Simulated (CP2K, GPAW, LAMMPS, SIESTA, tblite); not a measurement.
## Finding the fault: CP2K, wholly disordered: solid/liquid cell of Al, (100) (180 atoms)

Program: CP2K 2026.2, a calculation on a cell of 180 Al, 18.7 Å³ an atom.

input.inp reads:

```
&GLOBAL
  PROJECT cell
  RUN_TYPE ENERGY_FORCE
  PRINT_LEVEL LOW
&END GLOBAL
&FORCE_EVAL
  METHOD QS
  STRESS_TENSOR ANALYTICAL
  &DFT
    BASIS_SET_FILE_NAME BASIS_MOLOPT
    POTENTIAL_FILE_NAME GTH_POTENTIALS
    &MGRID
      CUTOFF 350
      REL_CUTOFF 50
    &END MGRID
    &QS
      EPS_DEFAULT 1.0E-12
    &END QS
    &SCF
      SCF_GUESS ATOMIC
      EPS_SCF 1.0E-06
      MAX_SCF 50
      &DIAGONALIZATION
        ALGORITHM STANDARD
      &END DIAGONALIZATION
      &SMEAR ON
        METHOD FERMI_DIRAC
        ELECTRONIC_TEMPERATURE [K] 580
      &END SMEAR
      &MIXING
        METHOD BROYDEN_MIXING
        ALPHA 0.15
        NBROYDEN 8
      &END MIXING
      &PRINT
        &RESTART OFF
        &END RESTART
      &END PRINT
    &END SCF
    &XC
      &XC_FUNCTIONAL PBE
      &END XC_FUNCTIONAL
    &END XC
    &PRINT
      &MULLIKEN ON
      &END MULLIKEN
      &HIRSHFELD ON
        SHAPE_FUNCTION DENSITY
      &END HIRSHFELD
      &MO ON
        EIGENVALUES T
        OCCUPATION_NUMBERS T
        MO_INDEX_RANGE 259 270
        &EACH
          QS_SCF 0
        &END EACH
        ADD_LAST NUMERIC
      &END MO
    &END PRINT
  &END DFT
  &SUBSYS
    &CELL
      A 12.39300 0.00000 0.00000
      B 0.00000 12.39300 0.00000
      C 0.00000 0.00000 21.96750
    &END CELL
    &COORD
      SCALED
      Al 0.18515 0.14671 0.93776
      Al 0.05300 0.30732 0.98798
      Al 0.35649 0.79176 0.04876
      Al 0.31297 0.35738 0.00715
      Al 0.32524 0.89372 0.20843
      Al 0.30917 0.16095 0.21765
      Al 0.51297 0.95926 0.16547
      Al 0.33086 0.02683 0.10294
      Al 0.08560 0.46225 0.90080
      Al 0.15821 0.48236 0.03078
[... 166 atom lines left out ...]
      Al 0.89139 0.70221 0.77553
      Al 0.65225 0.74636 0.76986
      Al 0.23083 0.30517 0.87573
      Al 0.46259 0.36643 0.64965
    &END COORD
    &KIND Al
      BASIS_SET DZVP-MOLOPT-SR-GTH-q3
      POTENTIAL GTH-PBE-q3
    &END KIND
  &END SUBSYS
  &PRINT
    &FORCES ON
    &END FORCES
    &STRESS_TENSOR ON
    &END STRESS_TENSOR
  &END PRINT
&END FORCE_EVAL
```

Run with:

```
$ OMP_NUM_THREADS=1 mpirun -np 4 cp2k.psmp -i input.inp > output.txt
```

Output:

```text
CP2K| version string:                                       CP2K version 2026.2
 CP2K| Input file name                                                 input.inp
 GLOBAL| Basis set file name                                        BASIS_MOLOPT
 GLOBAL| Potential file name                                      GTH_POTENTIALS
 GLOBAL| Run type                                                   ENERGY_FORCE
 GLOBAL| Total number of message passing processes                             4
 GLOBAL| Number of threads for this process                                    1
 *   ___                                                                       *
 *  /   \                                                                      *
 * [ABORT]                                                                     *
 *  \___/             Extra MOs (ADDED_MOS) are required for smearing          *
 *    |                                                                        *
 *  O/|                                                                        *
 * /| |                                                                        *
```

It took 0.77 s on 4 MPI ranks of Arm Neoverse V1, shared host; peak memory 0.6 GiB.

Banners, paths, timers and routine set-up lines are dropped from the logs unmarked, and long logs keep their key lines alone; longer cuts are marked.

**Question.** Which part of the input is at fault, and how is it mended?

Smearing without added orbitals: added orbitals 0. Mend: give ADDED_MOS, enough empty orbitals to hold the smearing.

The program stopped at the start.

[Also dropped from logs without a mark: logging warnings of Python, and SIESTA's first energy breakdown and zero terms.]

[Logs are printed without paths, hosts, clocks, repeated set-up lines and the standing remarks that a program may print on its own settings, such as how far it seeks lower states.]

[Hosts, paths, dates, database ids (printed as entryN), source tags and the programs' standing remarks are cut or masked in the printed files.]
